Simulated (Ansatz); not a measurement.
**h-BN/Zr2CO2 MXene heterobilayer (59 atoms): geometry optimisation**

Wanted: the relaxed structure of h-BN/Zr2CO2 MXene heterobilayer (59 atoms) and its electronic structure.

Main program and level: Ansatz 0.2.0; Kohn-Sham DFT, PBE+D3(BJ), PAW (set soft_2), plane waves.

### Step 1. Starting point

The cell holds 59 atoms: 12 B, 12 N, 7 C, 14 Zr and 14 O. Its edges and angles: a = 8.716 Å, b = 8.716 Å, c = 21.680 Å, α = 90.0°, β = 90.0°, γ = 120.0°. It derives from BN and Zr2CO2. 12 cells of h-BN (a = 2.504 Å, strained +0.48 %) and 7 cells of Zr2CO2 MXene (a = 3.31 Å, -0.48 %) on one hexagonal cell, twist 10.89 deg; facing planes 3.08 Å apart; 14 Å of vacuum; displaced by a Gaussian of 0.01 Å. Regions: layer 1, 24 atoms (12 B and 12 N); layer 2, 35 atoms (7 C, 14 Zr and 14 O). Vacuum lies along c.

### Step 2. Single point at the start

A single point comes first, to see the forces before anything moves.

input.yaml

```yaml
crystal:
  lattice:
    - [8.7158, 0.0, 0.0]
    - [-4.3579, 7.5481, 0.0]
    - [0.0, 0.0, 21.68]
  atoms:
    - { symbol: B, position: [0.16724, 0.66643, 0.323] }
    - { symbol: "N", position: [0.16616, 0.50017, 0.32382] }
    - { symbol: B, position: [0.33288, 0.00068, 0.32287] }
    - { symbol: "N", position: [0.33176, 0.83144, 0.32209] }
    [... 49 atom lines left out ...]
    - { symbol: O, position: [0.78586, 0.26021, 0.46475] }
    - { symbol: C, position: [0.73512, 0.45028, 0.57092] }
    - { symbol: Zr, position: [0.92518, 0.69079, 0.63423] }
    - { symbol: Zr, position: [0.97349, 0.50071, 0.50807] }
    - { symbol: O, position: [0.97374, 0.50061, 0.67679] }
    - { symbol: O, position: [0.93127, 0.69163, 0.46493] }
kpoints:
  mp_grid: { grid: [2, 2, 1] }
hamiltonian:
  xc: pbe
  dispersion: d3bj
scf:
  occupations: { method: fermi_dirac, width: 0.05 }
output:
  forces: true
  populations: intrinsic
  dos:
    method: { smearing: { sigma: 0.15 } }
    de: 0.1
    projected:
      site_lists:
        B: [B]
        C: [C]
        "N": ["N"]
        O: [O]
        Zr: [Zr]
        layer_1: [0, 1, 2, 3, 4, 5, 6, 7, 8, 9, 10, 11, 12, 13, 14, 15, 16, 17, 18, 19, 20, 21, 22, 23]
        layer_2: [24, 25, 26, 27, 28, 29, 30, 31, 32, 33, 34, 35, 36, 37, 38, 39, 40, 41, 42, 43, 44, 45, 46, 47, 48, 49, 50, 51, 52, 53, 54, 55, 56, 57, 58]
  eigenvalues: true
```

Started as:

```sh
> ansatz run input.yaml --threads 4 --pin off --max-ram 8192MiB --backend cpu --events-out ev --progress --plain --runs-dir out
```

Run time: 2 min. Hardware: 4 threads of Arm Neoverse N1, shared host; peak memory 6.5 GiB; 7.8 min of CPU time.

The run gave:

```
free energy                                      : -74836.7291 eV
free energy per atom                             : -1268.4191 eV/atom
SCF cycles                                       : 10
r.m.s. force component                           : 0.4287 eV/Å
longest force                                    : 1.943 eV/Å
Fermi energy                                     : 2.184 eV
gap (highest filled to lowest empty level) : 0.9986 eV
```

The r.m.s. force component of 0.43 eV/Å sets the starting point.

Length of the force by element:

```tsv
element	coordination	atoms	mean length of the force (eV/Å)	spread	least	most
B	all	12	0.809	0.458	0.223	1.94
C	all	7	0.282	0.0993	0.159	0.445
N	all	12	0.982	0.374	0.582	1.94
O	all	14	0.208	0.0777	0.106	0.364
Zr	all	14	0.722	0.146	0.546	1.02
```

### Step 3. Relaxation

The atoms are relaxed in the fixed cell, aiming at the force tolerance of the input.

input.yaml, the sections that differ from step 2:

```yaml
output:
  forces: true
relax:
  f_tol: 0.05
  max_steps: 107
# crystal, kpoints, hamiltonian, scf: as in step 2
```

Elapsed: 4.8 min, on 4 threads; peak memory 6.4 GiB.

Step by step:

```tsv
step	energy less that of the first step (eV)	largest force component (eV/Å)
1	0.0000	1.5433
2	0.3570	1.2936
3	-0.3399	0.3264
4	-0.3507	0.0515
5	-0.3589	0.0132
```

Relaxation step 2 was tried and not accepted.

The atoms that moved most (Å):

```tsv
atom	dx	dy	dz	length
N2	0.008	0.000	-0.098	0.099
B23	0.004	-0.009	-0.077	0.078
N20	-0.015	0.028	-0.068	0.075
B19	0.025	-0.016	-0.050	0.058
B1	-0.002	0.003	-0.054	0.054
Zr31	0.018	-0.015	0.044	0.049
B7	-0.010	0.003	-0.045	0.046
N24	-0.004	-0.015	-0.043	0.046
```

The relaxation changed the energy by -6.08 meV/atom, and atoms moved by 0.035 Å r.m.s., 0.099 Å at most.

### Step 4. Structure statistics after relaxation

Bonds before and after, by the cutoffs listed below:

```tsv
pair	bonds before	bonds after	mean before (Å)	mean after (Å)	spread before (Å)	spread after (Å)
O-Zr	42	42	2.118	2.113	0.012	0.002
Zr-C	42	42	2.343	2.358	0.013	0.001
B-N	36	36	1.453	1.453	0.017	0.001
```

Normalised to the volume that the atoms fill. g(r), total and by pair (bins of 0.2 Å):

```tsv
r (Å)	total	O-O	O-Zr	O-B	O-N	O-C	Zr-Zr
1.40	2.44	0.00	0.00	0.00	0.00	0.00	0.00
1.60	0.00	0.00	0.00	0.00	0.00	0.00	0.00
1.80	0.00	0.00	0.00	0.00	0.00	0.00	0.00
2.00	0.00	0.00	0.00	0.00	0.00	0.00	0.00
2.20	1.37	0.00	12.15	0.00	0.00	0.00	0.00
2.40	1.09	0.00	0.00	0.00	0.00	0.00	0.00
2.60	1.66	0.00	0.00	0.00	0.00	0.00	0.00
2.80	0.00	0.00	0.00	0.00	0.00	0.00	0.00
3.00	1.34	0.00	0.00	0.16	0.00	12.40	0.00
3.20	1.55	10.25	0.00	0.60	0.60	0.00	10.25
3.40	0.44	0.00	0.00	0.79	0.94	0.00	4.82
3.60	0.12	0.00	0.00	0.69	0.59	0.00	0.00
3.80	1.01	0.00	1.32	0.63	0.75	0.00	0.00
4.00	0.93	0.00	3.56	0.48	0.57	0.00	0.00
4.20	0.22	0.00	0.00	0.69	0.51	0.00	0.00
4.40	1.07	0.00	0.00	0.63	0.63	5.50	0.00
4.60	0.22	0.00	0.00	0.43	0.50	0.00	0.00
4.80	0.34	0.00	0.00	0.59	0.52	0.00	2.46
5.00	1.23	2.17	4.43	0.36	0.49	0.00	0.00
5.20	1.48	0.00	4.18	0.51	0.45	0.00	0.00
5.40	0.20	0.00	0.00	0.47	0.36	0.00	0.00
5.60	0.69	0.00	0.00	0.48	0.64	7.20	0.00
5.80	1.03	3.35	0.00	0.40	0.32	0.00	6.65
6.00	0.31	1.54	0.00	0.34	0.34	0.00	0.00
6.20	0.24	0.00	0.00	0.44	0.44	0.00	0.00
6.40	0.48	0.00	0.00	0.41	0.45	0.00	0.00
6.60	1.04	2.54	0.00	0.35	0.31	0.00	2.54
6.80	0.65	2.35	2.35	0.36	0.33	0.00	0.00
```

Bonds by pair of elements; cutoffs follow the first minimum of g(r), held within bounds set by covalent radii, and pairs that aren't listed don't count as bonded:

```tsv
pair A-B	cutoff (Å)	bonds	mean length (Å)	spread (Å)	shortest (Å)	B about A	A about B
O-Zr	2.82	42	2.11	0.002	2.11	3	3
Zr-C	2.81	42	2.36	0.001	2.35	3	6
B-N	1.88	36	1.45	0.001	1.45	3	3
```

How many atoms have how many bonded neighbours:

```tsv
element	mean	3	6
B	3	12	0
C	6	0	7
N	3	12	0
O	3	14	0
Zr	6	0	14
```

Bond angles (no mean is given where the spread exceeds 20°):

```tsv
angle	count	mean (°)	spread (°)
C-Zr-O	126	-	-
Zr-C-Zr	105	-	-
Zr-O-Zr	42	102	0.1
O-Zr-O	42	102	0.1
C-Zr-C	42	88.6	0
```

First main peaks of g(r), for some of the pairs, lie near 3.27 Å (O-O), 2.12 Å (O-Zr), 2.98 Å (O-C) and 3.31 Å (Zr-Zr). With the cutoffs above, all B atoms have 3, all C atoms have 6, all N atoms have 3 and all O atoms have 3 bonded neighbours.

### Step 5. Single point at the relaxed geometry

The electronic structure is read at the final geometry, in a run of its own.

input.yaml

```yaml
crystal:
  lattice:
    - [8.7158, 0.0, 0.0]
    - [-4.3579, 7.5481, 0.0]
    - [0.0, 0.0, 21.68]
  atoms:
    - { symbol: B, position: [0.1672, 0.66687, 0.32052] }
    - { symbol: "N", position: [0.16706, 0.50023, 0.31928] }
    - { symbol: B, position: [0.33391, 0.00027, 0.32382] }
    - { symbol: "N", position: [0.3339, 0.83357, 0.32235] }
    [... 49 atom lines left out ...]
    - { symbol: O, position: [0.78472, 0.26168, 0.46489] }
    - { symbol: C, position: [0.73722, 0.45231, 0.57155] }
    - { symbol: Zr, position: [0.92761, 0.69041, 0.63583] }
    - { symbol: Zr, position: [0.97523, 0.49993, 0.50744] }
    - { symbol: O, position: [0.97526, 0.49994, 0.67849] }
    - { symbol: O, position: [0.92749, 0.6904, 0.4649] }
kpoints:
  mp_grid: { grid: [2, 2, 1] }
hamiltonian:
  xc: pbe
  dispersion: d3bj
scf:
  occupations: { method: fermi_dirac, width: 0.05 }
output:
  forces: true
  populations: true
  dos:
    method: { smearing: { sigma: 0.08 } }
    de: 0.1
    projected:
      site_lists:
        B: [B]
        C: [C]
        "N": ["N"]
        O: [O]
        Zr: [Zr]
        layer_1: [0, 1, 2, 3, 4, 5, 6, 7, 8, 9, 10, 11, 12, 13, 14, 15, 16, 17, 18, 19, 20, 21, 22, 23]
        layer_2: [24, 25, 26, 27, 28, 29, 30, 31, 32, 33, 34, 35, 36, 37, 38, 39, 40, 41, 42, 43, 44, 45, 46, 47, 48, 49, 50, 51, 52, 53, 54, 55, 56, 57, 58]
  eigenvalues: true
  write_density: true
  write_potential: true
  volumetric_format: npy
```

Run time: 2.1 min. Hardware: 4 threads; peak memory 6.5 GiB; 8.4 min of CPU time.

The program notes that the exchange-correlation potential is rough where the density is thin.

Read from the output:

| Property | Result |
| --- | --- |
| free energy | -74837.0880 eV |
| free energy per atom | -1268.4252 eV/atom |
| SCF cycles | 10 |
| r.m.s. force component | 0.00331 eV/Å |
| longest force | 0.013 eV/Å |
| Fermi energy | 2.376 eV |
| gap (highest filled to lowest empty level) | 0.9561 eV |
| potential in mid-vacuum, over the Fermi level | 4.869 eV |
| potential 4.5 Å over the upper face | 4.887 eV |
| potential 4.5 Å under the lower face | 4.849 eV |
| spilling of the projection | 0.005088 |

Löwdin charges by element (they lack the spilled electrons, 0.032 e an atom on average):

```tsv
element	coordination	atoms	mean charge (e)	spread	least	most
B	all	12	0.410	0.0021	0.406	0.413
C	all	7	-0.898	1.0e-4	-0.898	-0.898
N	all	12	-0.347	0.0014	-0.349	-0.345
O	all	14	-0.628	0.003	-0.631	-0.625
Zr	all	14	1.16	0.0039	1.15	1.16
```

By region:

```tsv
region	atoms	mean length of the force (eV/Å)
layer 1	24	0.004
layer 2	35	0.006
```

States in the cell by windows of 1 eV, zero at the Fermi level; the larger projections on atomic orbitals stand beside the total:

```tsv
from (eV)	to (eV)	total	layer 2	Zr d	layer 1	O p	N p	C p
-18	-17	6.0	0.0	0.0	5.9	0.0	0.3	0.0
-17	-16	6.0	0.0	0.0	6.0	0.0	0.2	0.0
-16	-15	8.1	0.0	0.0	8.1	0.0	0.1	0.0
-15	-14	0.4	0.0	0.0	0.4	0.0	0.0	0.0
-14	-11	0.0	0.0	0.0	0.0	0.0	0.0	0.0
-11	-10	3.4	3.4	0.4	0.0	0.1	0.0	0.0
-10	-9	15.1	10.6	2.7	4.4	0.1	3.0	0.0
-9	-8	11.0	0.0	0.0	10.9	0.0	7.1	0.0
-8	-7	0.1	0.0	0.0	0.1	0.0	0.1	0.0
-7	-6	14.1	1.6	0.5	12.3	0.8	8.1	0.2
-6	-5	42.1	30.8	8.2	11.1	19.2	7.1	1.6
-5	-4	56.9	47.8	8.7	8.7	34.9	5.7	2.1
-4	-3	16.2	6.8	1.4	9.3	3.1	6.6	2.0
-3	-2	28.8	19.1	5.6	9.4	4.5	7.2	8.2
-2	-1	23.1	17.8	4.0	5.0	4.3	4.6	8.9
-1	0	1.2	1.0	0.1	0.2	0.2	0.2	0.6
0	1	4.6	4.5	3.2	0.0	1.1	0.0	0.1
1	2	11.0	10.7	8.6	0.0	1.4	0.0	0.6
2	3	25.7	25.1	20.9	0.2	1.7	0.0	1.7
3	4	38.2	32.0	25.3	5.3	2.3	0.5	2.8
4	5	21.7	14.7	10.9	3.7	1.0	0.6	1.6
```

The curve was stored every 0.100 eV, coarse against its broadening of 0.08 eV, so these counts are rough.

Between -26 and -18 eV lie 31 more states.

The stored curve holds about 264 of the 376 electrons; the rest, give or take the few that broadening carries across the Fermi level, lie in deeper levels below its range.

The levels nearest the highest filled one (over half full), pooled over k-points and spins:

```tsv
level less the highest filled one (eV)	occupation
-0.822	2
-0.822	2
-0.557	2
-0.556	2
0	2
0	2
0.956	0
0.957	0
0.957	0
1.32	0
1.32	0
1.32	0
```

Planar average of the electrostatic potential energy along the normal, with the Fermi level as zero, after a running mean with a triangular window 4 Å wide at its base:

```tsv
height (Å)	potential energy (eV)
0.0	4.87
0.6	4.86
1.3	4.86
1.9	4.85
2.5	4.85
3.0	4.84
3.8	4.81
4.3	4.59
4.9	3.32
5.5	0.32
6.2	-4.09
6.8	-6.70
7.4	-6.08
7.9	-3.32
8.7	-0.92
9.3	-1.67
9.8	-5.09
10.4	-8.59
11.1	-10.58
11.7	-10.17
12.3	-9.78
12.9	-9.95
13.6	-10.57
14.2	-9.49
14.7	-6.38
15.3	-2.26
16.0	2.15
16.6	4.05
17.2	4.76
17.8	4.88
18.5	4.89
19.1	4.89
19.7	4.88
20.2	4.88
21.0	4.87
21.5	4.87
```

Mean Löwdin charges: B +0.41, C -0.90, N -0.35, O -0.63, Zr +1.16 e (they miss 0.51 % of the electrons, so they add up to more than the cell's charge). The largest share in the top eV of filled states is C p (42 % of the projected weight), and in the lowest eV of empty states Zr d (77 % of the projected weight). The potential stands 5.35 eV above the highest filled level over the upper face and 5.32 eV under the lower one, a reading of the ionisation potential at this level on the run's k-points, but a rough one: there is no dipole correction, and the values are taken inside the vacuum, not at the faces.

### Step 6. Outcome

```json
{"energy change in the relaxation": "-6.083 meV/atom", "r.m.s. displacement": "0.035 Å", "largest displacement": "0.099 Å", "free energy per atom": "-1268.4252 eV/atom", "r.m.s. force component": "0.00331 eV/Å", "gap (highest filled to lowest empty level)": "0.9561 eV", "potential in mid-vacuum, over the Fermi level": "4.869 eV", "wall time of the 3 DFT runs": "9 min"}
```

What this shows: Relaxation lowers the energy by 6.08 meV/atom and moves atoms by 0.035 Å r.m.s.; the r.m.s. force component goes from 0.43 to 0.0033 eV/Å, and the gap from 0.999 to 0.956 eV. By the final cutoffs no bond was broken or made. First to last step the energy falls by 0.359 eV; the largest move, 0.10 Å, is that of N2. The Zr-C bonds change most in mean length: from 2.343 Å (spread 0.013) to 2.358 Å (spread 0.001). With the cutoffs above, all B atoms have 3, all C atoms have 6, all N atoms have 3 and all O atoms have 3 bonded neighbours. Between filled and empty levels lie 0.956 eV on the run's k-points; the mesh holds the band edges only if they fold onto it, so the gap at this level can be narrower or closed, while semilocal functionals tend to narrow gaps against experiment. The potential stands 5.35 eV above the highest filled level over the upper face and 5.32 eV under the lower one, a reading of the ionisation potential at this level on the run's k-points, but a rough one: there is no dipole correction, and the values are taken inside the vacuum, not at the faces.

[Logs are printed without paths, hosts, clocks, repeated set-up lines and the standing remarks that a program may print on its own settings, such as how far it seeks lower states.]

[Hosts, paths, dates, database ids (printed as entryN), source tags and the programs' standing remarks are cut or masked in the printed files.]
